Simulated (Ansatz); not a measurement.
## H6PbCBr3N (Pm): the gap up the ladder of methods

Aim: the gap of H6PbCBr3N (Pm) at several levels of theory on one structure, with the time that each takes.

Method: density functionals, hybrids and G0W0, plane waves, PAW, in Ansatz 0.2.0.

### 1. Starting point

It takes space group Pm (No. 6, monoclinic). Conventional cell: a = 6.039 Å, b = 6.060 Å, c = 6.128 Å, α = 90.00°, β = 90.07°, γ = 90.00°. Nearest to H lie 1 N at 1.04 Å. Nearest to H lie 1 C at 1.09 Å. H has 1 C at 1.10 Å nearest. Nearest to Pb lie 6 Br at 2.98 to 3.11 Å. C has 3 H at 1.09 to 1.10 Å and 1 N at 1.49 Å nearest. Farther neighbours and most contacts between anions are not listed.

The cell and positions are those that the Materials Project relaxed with its own functionals (PBE, PBE+U or r2SCAN), kept fixed. At the settings of the band run the largest force is still 0.44 eV/Å. Spin-orbit coupling is left out unless a step names it. The default PAW set here is soft_2. Its files were made with PBE.

### 2. LDA on the 4×4×4 mesh

This step: DFT, LDA, plane waves, PAW.

input.yaml

```yaml
crystal:
  lattice:
    - [6.038531, 0.0, 0.0]
    - [0.0, 6.05968, 0.0]
    - [-0.007679, 0.0, 6.128174]
  atoms:
    - { symbol: H, position: [0.218258, 0.862101, 0.96819] }
    - { symbol: H, position: [0.177786, 0.0, 0.198636] }
    - { symbol: H, position: [0.825095, 0.851944, 0.061619] }
    - { symbol: H, position: [0.869341, 0.0, 0.811715] }
    - { symbol: H, position: [0.825095, 0.148056, 0.061619] }
    - { symbol: H, position: [0.218258, 0.137899, 0.96819] }
    - { symbol: Pb, position: [0.475266, 0.5, 0.477994] }
    - { symbol: C, position: [0.897311, 0.0, 0.98852] }
    - { symbol: Br, position: [0.430028, 0.5, 0.972748] }
    - { symbol: Br, position: [0.434852, 0.0, 0.512708] }
    - { symbol: Br, position: [0.966538, 0.5, 0.440736] }
    - { symbol: "N", position: [0.140606, 0.0, 0.032465] }
kpoints:
  mp_grid: { grid: [4, 4, 4] }
  band_path:
    path:
      - [0.0, 0.0, 0.0]
      - [0.0, 0.5, 0.0]
      - [0.0, 0.5, 0.5]
      - [0.0, 0.0, 0.5]
      - [-0.5, 0.0, 0.5]
      - [-0.5, 0.5, 0.5]
      - [-0.5, 0.5, 0.0]
      - [-0.5, 0.0, 0.0]
      - [-0.5, 0.45, 0.5]
    npoints: 1
hamiltonian:
  xc: lda
scf:
  occupations: { method: fixed }
  n_extra_bands: 8
output:
  eigenvalues: true
  forces: true
  stress: true
```

Launch:

```bash
ansatz run input.yaml --threads 3 --pin off --max-ram 92160MiB --backend cuda --events-out ev --progress --plain --runs-dir out --devices 1 --max-vram 13GiB  # rebuilt from the run's record
```

Numbers of over 12 decimals in the logs are rounded to 6 here.

Log:

```text
scf.n_extra_bands = 8 over 25 filled bands (N_el = 50.0): the run solves 33 bands
GPUs: using 1 of 1 available (devices: 1).
Engine: ansatz 0.2.0, x86_64-unknown-linux-gnu
Pseudopotentials: kind: paw
Pseudopotential: H, paw, valence charge 1, recommended cutoff 420 eV (normal), H.paw.azcp
Pseudopotential: Pb, paw, valence charge 14, recommended cutoff 420 eV (normal), Pb.paw.azcp
Pseudopotential: C, paw, valence charge 4, recommended cutoff 420 eV (normal), C.paw.azcp
Pseudopotential: Br, paw, valence charge 7, recommended cutoff 420 eV (normal), Br.paw.azcp
Pseudopotential: N, paw, valence charge 5, recommended cutoff 420 eV (normal), N.paw.azcp
Functional definition: SPW92
  exchange = slater_x
  correlation = pw_c
device memory: the entry about to start is reckoned to put 2.9 GiB on a device that reports 56.8 GiB free (of which the cap on the GPU budget leaves the run 13.0 GiB)
GPU FFT provider: cuFFT
GPU libraries: cuBLAS 13.8.2, cuFFT 12.4.0, cuSOLVER 12.3.4
Crystal: 12 atoms, lattice volume = 224.239 Å³
Basis set: ecut = 420 eV, 4385 PW (Γ)
Bands: 33, of which v1, the nominal top of the filled ones, is band 25 counted from 1 (24 counted from 0)
Symmetry: 2 space group operations
Space group: Pm (ITA 6), of the structure as read, at distance tolerance 6.1e-5 Å
k-points: 30 of 64 (time reversal used)
Non-local potential: H, projectors of the file, l = 0: 2, l = 1: 1
Non-local potential: Pb, projectors of the file, l = 0: 2, l = 1: 2, l = 2: 2, l = 3: 2
Non-local potential: C, projectors of the file, l = 0: 2, l = 1: 2, l = 2: 1
Non-local potential: Br, projectors of the file, l = 0: 2, l = 1: 2, l = 2: 2
Non-local potential: N, projectors of the file, l = 0: 2, l = 1: 2, l = 2: 1
PAW form: soft (Blöchl's): semilocal exchange-correlation on the pseudo side does not see the compensation charge
PAW frozen core: Pb, regenerated for the run's functional, and the local potential with it (the file was generated under x = pbe(κ = 0.804, μ = 0.219515), c = pbe(β = 0.066725))
PAW frozen core: C, regenerated for the run's functional, and the local potential with it (the file was generated under x = pbe(κ = 0.804, μ = 0.219515), c = pbe(β = 0.066725))
PAW frozen core: Br, regenerated for the run's functional, and the local potential with it (the file was generated under x = pbe(κ = 0.804, μ = 0.219515), c = pbe(β = 0.066725))
PAW frozen core: N, regenerated for the run's functional, and the local potential with it (the file was generated under x = pbe(κ = 0.804, μ = 0.219515), c = pbe(β = 0.066725))
PAW one-centre angular grid: H, 110 points (default); XC on 64 Gauss nodes
PAW one-centre angular grid: Pb, 590 points (default); XC on 64 Gauss nodes
PAW one-centre angular grid: C, 110 points (default); XC on 64 Gauss nodes
PAW one-centre angular grid: Br, 110 points (default); XC on 64 Gauss nodes
PAW one-centre angular grid: N, 110 points (default); XC on 64 Gauss nodes
Initial density: superposition of atomic densities (neutral atoms: chi_scale 0, normalization atom), corrected by the library's trained network
Initial wavefunctions: pseudopotential atomic-orbital guess
GPU buffer pool allocated for 91125 grid points (all kernels)
GPU transforms: local potential and band sums: pruned to the plane-wave sphere, on 45×45×45
Functional: x = slater, c = lda
SCF iter   1: F=—  HF=-20400.115136 eV  |F-HF|=—  |Δ(HF+E_count)|=         —  Δρ=6.33e-3  dr2=5.22e-2  ethr=1.77e-3  ⟨swp⟩=5.0  Hψ=3961  notcnv=0  defer=171
preconditioner: auto → Resta (q_TF=auto, 2.125 Å⁻¹)  ε∞=2.7  [insulator: Δε(μ)=1.927 eV  Ē_g=13.133 eV  n_scr=32 (ndim 8)  ℏωp=17.2 eV  f_vac=0.110  ε∞_Penn≈2.7]
SCF iter   2: F=—  HF=-20400.103218 eV  |F-HF|=—  |Δ(HF+E_count)|=   1.19e-2  Δρ=2.73e-3  dr2=1.14e-2  ethr=1.04e-4  ⟨swp⟩=2.1  Hψ=1758  notcnv=0  defer=180
SCF iter   3: F=—  HF=-20400.100165 eV  |F-HF|=—  |Δ(HF+E_count)|=   3.05e-3  Δρ=6.71e-4  dr2=8.02e-4  ethr=2.28e-5  ⟨swp⟩=2.4  Hψ=1484  notcnv=0  defer=180
SCF iter   4: F=—  HF=-20400.100119 eV  |F-HF|=—  |Δ(HF+E_count)|=   4.62e-5  Δρ=1.40e-4  dr2=5.98e-5  ethr=1.60e-6  ⟨swp⟩=2.0  Hψ=1269  notcnv=0  defer=180
SCF iter   5: F=—  HF=-20400.100149 eV  |F-HF|=—  |Δ(HF+E_count)|=   3.08e-5  Δρ=6.56e-5  dr2=1.11e-5  ethr=1.20e-7  ⟨swp⟩=2.0  Hψ=1617  notcnv=0  defer=164
SCF iter   6: F=—  HF=-20400.100151 eV  |F-HF|=—  |Δ(HF+E_count)|=   1.63e-6  Δρ=2.59e-5  dr2=1.61e-6  ethr=2.21e-8  ⟨swp⟩=2.0  Hψ=1540  notcnv=0  defer=164
SCF iter   7: F=-20400.100151 eV  HF=-20400.100151 eV  |F-HF|=3.68e-8  |Δ(HF+E_count)|=   3.94e-7  Δρ=4.83e-6  dr2=9.75e-8  ethr=2.00e-10  ⟨swp⟩=14.9  Hψ=7573  notcnv=0
SCF 1 converged in 7 iterations: F = -20400.100151 eV  dr2 = 9.75e-8
[...]
device memory: the entry about to start is reckoned to put 2.6 GiB on a device that reports 56.7 GiB free (of which the cap on the GPU budget leaves the run 13.0 GiB)
NSCF: frozen V_eff on 9 k-points
SCF converged after 7 iterations
Free energy (F): -20400.100151 eV
Harris-Foulkes:  -20400.100151 eV  (|F-HF|=3.68e-8)
Internal energy: -20400.100151 eV  (E = F + TS)
E sigma→0 (E₀):  -20400.100151 eV
Fermi energy:    1.247231 eV
--- Per-component energies (eV) ---
  E_band       = -355.157945
  E_kinetic    = 987.951628
  E_local      = -3166.094428  (includes V_loc(G=0)·N_el)
  E_nonlocal   = 654.350637
  E_hartree    = 1108.125172
  E_xc         = -1158.494326
  E_vxc        = -646.672691  (∫ρ·V_xc dr)
  E_paw        = -16795.899877  (= ΣΔE_a)
  E_vpaw       = -400.938141  (= ΣTr[D̂ρ^β])
  E_aug_tail   = -0.007380  (compensation charges beyond the density's cutoff)
  E_ewald      = -2030.716275
  E_core_change = 0.684697  (= ΣΔE_core)
  E_smearing   = -0.000000  (= −TS)
  E_closure    = -0.000000  (closes the sum)
  Σ components = -20400.100151   (vs F -20400.100151, Δ=0.00e0)
--- Forces (eV/Å), atoms counted from 1 ---
  atom   1  H      0.11682473    -0.32400681    -0.12270710
  atom   2  H      0.02005433    -0.00000000     0.21295038
  atom   3  H     -0.05867333    -0.17016293     0.08072491
  atom   4  H      0.00865907     0.00000000    -0.09566766
  atom   5  H     -0.05867333     0.17016293     0.08072491
  atom   6  H      0.11682473     0.32400681    -0.12270710
  atom   7  Pb    -0.00566705     0.00000000     0.05197248
  atom   8  C      0.75427606     0.00000000     0.06153798
  atom   9  Br    -0.05541683     0.00000000    -0.01882348
  atom  10  Br    -0.06539778    -0.00000000    -0.08014671
  atom  11  Br    -0.05066223    -0.00000000    -0.03351892
  atom  12  N     -0.72224242    -0.00000000    -0.01443993
  max |Σ_I F_I| component: 1.00e-4 eV/Å
--- Stress (GPa, compression-positive) ---
       -2.855119       0.000000      -0.278787
        0.000000      -1.964129       0.000000
       -0.278787       0.000000      -2.016572
  P = ⅓ Tr σ = -2.2786 GPa (-22.786 kbar)
--- Band table (eV; the first three rows and the last of 30) ---
  k-point 0: bands = [... 21 lower, -0.1623, -0.0530, 0.2442, 0.2627, 5.0986, 6.3359, 6.4304, 6.8055, ... 4 higher]
  k-point 1: bands = [... 21 lower, -0.2068, -0.0243, 0.2384, 0.2421, 5.1417, 5.5818, 6.3487, 6.8334, ... 4 higher]
  k-point 2: bands = [... 21 lower, -0.0815, 0.0040, 0.2317, 0.2821, 3.9406, 6.2912, 6.3124, 6.5137, ... 4 higher]
  k-point 29: bands = [... 21 lower, 0.0376, 0.4683, 0.4714, 1.2472, 3.1877, 3.2004, 3.4103, 6.3759, ... 4 higher]
```

Run time: 6.8 s. Hardware: 1 × NVIDIA H100 80GB HBM3 (shared by 6 runs) with 3 threads of AMD EPYC 7R13 (Zen 3), shared host; peak memory 0.93 GiB.

Numbers from this step:

```
pressure             : -2.279 GPa
gap                  : 1.934 eV
valence top at       : E
conduction bottom at : k = (-0.500, 0.450, 0.500)
least direct gap     : 1.940 eV
```

Over mesh and listed points the gap is 1.934 eV, from k = (-0.500, 0.500, 0.500) to k = (-0.500, 0.450, 0.500). The least direct gap found is 1.940 eV, at k = (-0.500, 0.500, 0.500). On the 4×4×4 mesh alone the same run gives 1.940 eV, so that mesh misses an edge of LDA: 1.940 − 1.934 = +0.006 eV.

### 3. r2SCAN on the 4×4×4 mesh

Levels along a band path and on the mesh show where this functional puts the band edges.

This step: DFT, r2SCAN, plane waves, PAW.

input.yaml: that of step 2 with these lines changed.

```diff
@@ -26,12 +26,14 @@
       - [0.0, 0.0, 0.5]
+      - [0.0, 0.0, 0.0]
       - [-0.5, 0.0, 0.5]
       - [-0.5, 0.5, 0.5]
+      - [0.0, 0.5, 0.0]
       - [-0.5, 0.5, 0.0]
       - [-0.5, 0.0, 0.0]
-      - [-0.5, 0.45, 0.5]
-    npoints: 1
+      - [0.0, 0.0, 0.0]
+    npoints: 10
 hamiltonian:
-  xc: lda
+  xc: r2scan
 scf:
-  occupations: { method: fixed }
+  occupations: { method: fermi_dirac, width: 0.02 }
   n_extra_bands: 8
@@ -41 +43,5 @@
   stress: true
+  write_density: true
+  write_potential: true
+  elf: true
+  volumetric_format: npy
```

Log:

```text
[...]
GPUs: using 1 of 1 available (devices: 1).
[...]
GPU FFT provider: cuFFT
GPU libraries: cuBLAS 13.8.2, cuFFT 12.4.0, cuSOLVER 12.3.4
Crystal: 12 atoms, lattice volume = 224.239 Å³
Basis set: ecut = 500 eV, 5671 PW (Γ), exchange–correlation on 180×180×180 points (64 copies of the dense FFT grid, shifted against one another)
Bands: 33, of which v1, the nominal top of the filled ones, is band 25 counted from 1 (24 counted from 0)
Symmetry: 2 space group operations
[...]
k-points: 30 of 64 (time reversal used)
[...]
GPU buffer pool allocated for 91125 grid points (all kernels)
[...]
SCF iter   1: F=—  HF=-21038.543666 eV  |F-HF|=—  |Δ(HF+E_count)|=         —  Δρ=4.00e-3  dr2=4.14e-2  dr2_τ=4.45e-1  ethr=1.77e-3  ⟨swp⟩=9.4  Hψ=5813  notcnv=0  defer=5
[...]
atom   7  Pb     0.00270635     0.00000000     0.04814099
  atom   8  C     -0.15271288     0.00000000    -0.09761836
  atom   9  Br     0.00499465     0.00000000    -0.01685768
  atom  10  Br    -0.00991843    -0.00000000    -0.03456559
  atom  11  Br    -0.03572867    -0.00000000     0.00346539
  atom  12  N      0.31154936    -0.00000000     0.18119100
  max |Σ_I F_I| component: 1.02e-5 eV/Å
--- Stress (GPa, compression-positive) ---
       -1.075138       0.000000       0.014532
        0.000000      -1.251900       0.000000
        0.014536       0.000000      -1.383225
  P = ⅓ Tr σ = -1.2368 GPa (-12.368 kbar)
--- Band table (eV; the first three rows and the last of 30) ---
  k-point 0: bands = [... 21 lower, -0.2631, -0.1562, 0.1412, 0.1621, 5.8154, 6.9494, 7.0518, 7.5115, ... 4 higher]
  k-point 1: bands = [... 21 lower, -0.2960, -0.1306, 0.1365, 0.1542, 5.7443, 6.2714, 6.9531, 7.4616, ... 4 higher]
  k-point 2: bands = [... 21 lower, -0.1513, -0.1041, 0.1310, 0.2352, 4.5083, 6.8841, 7.0155, 7.2103, ... 4 higher]
  k-point 29: bands = [... 21 lower, -0.0635, 0.3655, 0.3668, 1.3199, 3.7785, 3.7974, 4.0092, 7.0501, ... 4 higher]
[key lines of the parts left out:]
SCF converged after 8 iterations
Free energy (F): -21038.356547 eV
Fermi energy:    2.545923 eV
```

Run time: 9.7 s. Hardware: 1 × NVIDIA H100 80GB HBM3 (shared by 6 runs) with 3 threads; peak memory 1.3 GiB.

Numbers from this step:

- pressure: -1.237 GPa
- filled bands: 25
- gap: 2.452 eV
- valence top at: E
- conduction bottom at: k = (-0.500, 0.450, 0.500)
- least direct gap: 2.459 eV

Over mesh and path the gap is 2.452 eV, from k = (-0.500, 0.500, 0.500) to k = (-0.500, 0.450, 0.500). The least direct gap found is 2.459 eV, at k = (-0.500, 0.500, 0.500). On the 4×4×4 mesh alone the same run gives 2.459 eV, so that mesh misses an edge of r2SCAN: 2.459 − 2.452 = +0.007 eV. r2SCAN against LDA: 2.452 − 1.934 = +0.518 eV. The runs also differ in plane-wave cutoff (420 eV and 500 eV), so how much of this comes from the functional alone is not known.

### 4. r2SCAN+SOC on the 4×4×4 mesh

This run has two-component orbitals with spin-orbit coupling.

This step: DFT, r2SCAN with spin-orbit coupling, plane waves, PAW.

input.yaml: that of step 3 with these lines changed.

```diff
@@ -26,10 +26,8 @@
       - [0.0, 0.0, 0.5]
-      - [0.0, 0.0, 0.0]
       - [-0.5, 0.0, 0.5]
       - [-0.5, 0.5, 0.5]
-      - [0.0, 0.5, 0.0]
       - [-0.5, 0.5, 0.0]
       - [-0.5, 0.0, 0.0]
-      - [0.0, 0.0, 0.0]
-    npoints: 10
+      - [-0.5, 0.45, 0.5]
+    npoints: 1
 hamiltonian:
@@ -37,4 +35,7 @@
 scf:
-  occupations: { method: fermi_dirac, width: 0.02 }
-  n_extra_bands: 8
+  occupations: { method: fixed }
+  n_extra_bands: 16
+magnetization:
+  noncollinear: true
+  spin_orbit: true
 output:
@@ -43,5 +44 @@
   stress: true
-  write_density: true
-  write_potential: true
-  elf: true
-  volumetric_format: npy
```

Log:

```text
[...]
GPUs: using 1 of 1 available (devices: 1).
[...]
non-collinear run that drives no moment, with spin-orbit: no starting moment large enough to seed its density (crystal.atoms[].spin), no starting occupations that ask for one, no magnetisation constraint and no magnetic field, so the semilocal B_xc is pinned to zero
[...]
k-point 0: bands = [... 46 lower, 0.0709, 0.0709, 0.2717, 0.2717, 5.7704, 5.7704, 6.0056, 6.0056, ... 12 higher]
  k-point 1: bands = [... 46 lower, 0.0470, 0.0972, 0.2500, 0.2641, 5.1486, 5.3125, 6.1877, 6.2675, ... 12 higher]
  k-point 2: bands = [... 46 lower, 0.1658, 0.1658, 0.2786, 0.2786, 4.1715, 4.1715, 6.6655, 6.6655, ... 12 higher]
  k-point 29: bands = [... 46 lower, 0.4590, 0.4590, 1.3695, 1.3695, 2.6457, 2.6457, 4.2730, 4.2730, ... 12 higher]
[key lines of the parts left out:]
SCF converged after 9 iterations
Magnetization: |M| = 0.0000 μB,  M = (+0.0000, +0.0000, +0.0000) μB
Free energy (F): -20994.397950 eV
Fermi energy:    1.369510 eV
P = ⅓ Tr σ = -1.2802 GPa (-12.802 kbar)
```

Run time: 12 s. Hardware: 1 × NVIDIA H100 80GB HBM3 (shared by 6 runs) with 3 threads; peak memory 1.4 GiB.

This step gave:

```
pressure             : -1.280 GPa
gap                  : 1.237 eV
valence top at       : E
conduction bottom at : k = (-0.500, 0.450, 0.500)
least direct gap     : 1.246 eV
```

Over mesh and listed points the gap is 1.237 eV, from k = (-0.500, 0.500, 0.500) to k = (-0.500, 0.450, 0.500). The least direct gap found is 1.246 eV, at k = (-0.500, 0.450, 0.500). On the 4×4×4 mesh alone the same run gives 1.276 eV, so that mesh misses an edge of r2SCAN+SOC: 1.276 − 1.237 = +0.039 eV. r2SCAN+SOC against r2SCAN: 1.237 − 2.452 = −1.215 eV, with the same mesh, set of files (read in its fully relativistic form for the spin-orbit run) and cutoff, and both edges at the same k points. The spin-orbit run sees mesh and listed points alone, so its gap is an upper bound: the coupling can move an edge off these points, the more so as this crystal has no centre of inversion, and the change over the zone, its sign included where it is small, is not known.

### 5. HSE06 on the 4×4×4 mesh

HSE06 mixes in a quarter of exact exchange at short range.

This step: DFT, HSE06, plane waves, PAW.

input.yaml: that of step 4 with these lines changed.

```diff
@@ -33,12 +33,7 @@
 hamiltonian:
-  xc: r2scan
+  xc: hse06
 scf:
   occupations: { method: fixed }
-  n_extra_bands: 16
-magnetization:
-  noncollinear: true
-  spin_orbit: true
+  n_extra_bands: 8
 output:
   eigenvalues: true
-  forces: true
-  stress: true
```

Log:

```text
[...]
GPUs: using 1 of 1 available (devices: 1).
[...]
davidson cushion auto → on  (no smearing: the cushion is to keep the highest requested band from converging to the state above it; pin scf.eigensolver.cushion to override)
[...]
GPU FFT provider: cuFFT
GPU libraries: cuBLAS 13.8.2, cuFFT 12.4.0, cuSOLVER 12.3.4
Crystal: 12 atoms, lattice volume = 224.239 Å³
Basis set: ecut = 420 eV, 4385 PW (Γ)
[...]
Fermi energy:    1.147347 eV
[...]
--- Band table (eV; the first three rows and the last of 30) ---
  k-point 0: bands = [... 21 lower, -0.7282, -0.6053, -0.3087, -0.2878, 6.0331, 7.2244, 7.3110, 7.7301, ... 4 higher]
  k-point 1: bands = [... 21 lower, -0.7438, -0.5863, -0.3130, -0.2742, 5.9553, 6.5022, 7.2256, 7.7519, ... 4 higher]
  k-point 2: bands = [... 21 lower, -0.5978, -0.5606, -0.3182, -0.0894, 4.6494, 7.1652, 7.2513, 7.4793, ... 4 higher]
  k-point 29: bands = [... 21 lower, -0.5144, -0.0795, -0.0788, 1.1473, 3.8894, 3.9046, 4.1129, 7.3030, ... 4 higher]
[key lines of the parts left out:]
Free energy (F): -21001.890314 eV
```

The job ended after 41 s (1 × NVIDIA H100 80GB HBM3 (shared by 6 runs) with 3 threads; peak memory 1.8 GiB; 80 s of CPU time).

This step gave:

```
gap                     : 2.735 eV
valence top at          : E
conduction bottom at    : k = (-0.500, 0.450, 0.500)
least direct gap        : 2.742 eV
exact-exchange fraction : 0.25
```

Over mesh and listed points the gap is 2.735 eV, from k = (-0.500, 0.500, 0.500) to k = (-0.500, 0.450, 0.500). The least direct gap found is 2.742 eV, at k = (-0.500, 0.500, 0.500). On the 4×4×4 mesh alone the same run gives 2.742 eV, so that mesh misses an edge of HSE06: 2.742 − 2.735 = +0.007 eV. HSE06 against LDA: 2.735 − 1.934 = +0.801 eV, with the same mesh, files and cutoff, and both edges at the same k points.

(Continued in part 2 of 2.)

[Paths, hosts, dates, memory and timing lines, banners, echoed tables and standing remarks are left out of the program output.]

[Logs are printed without paths, hosts, clocks, repeated set-up lines and the standing remarks that a program may print on its own settings, such as how far it seeks lower states.]

[Runs of the session that timed out or met a known fault of the program may be left out.]

[Cells called generated may have been cut or substituted from an entry of the Crystallography Open Database or the Materials Project.]

[Hosts, paths, dates, database ids (printed as entryN), source tags and the programs' standing remarks are cut or masked in the printed files.]

[Where an RPA ε∞ is given, it is that of the G0W0 mesh and is not shown converged in it. Names of k-points follow the symmetry that the program found, which can be lower than the space group named. Band edges on a path are those of the sampled points; other points can move an edge, and change direct to indirect where valleys lie close.]

[Hybrid gaps are those of their k-mesh and are not shown converged in it.]
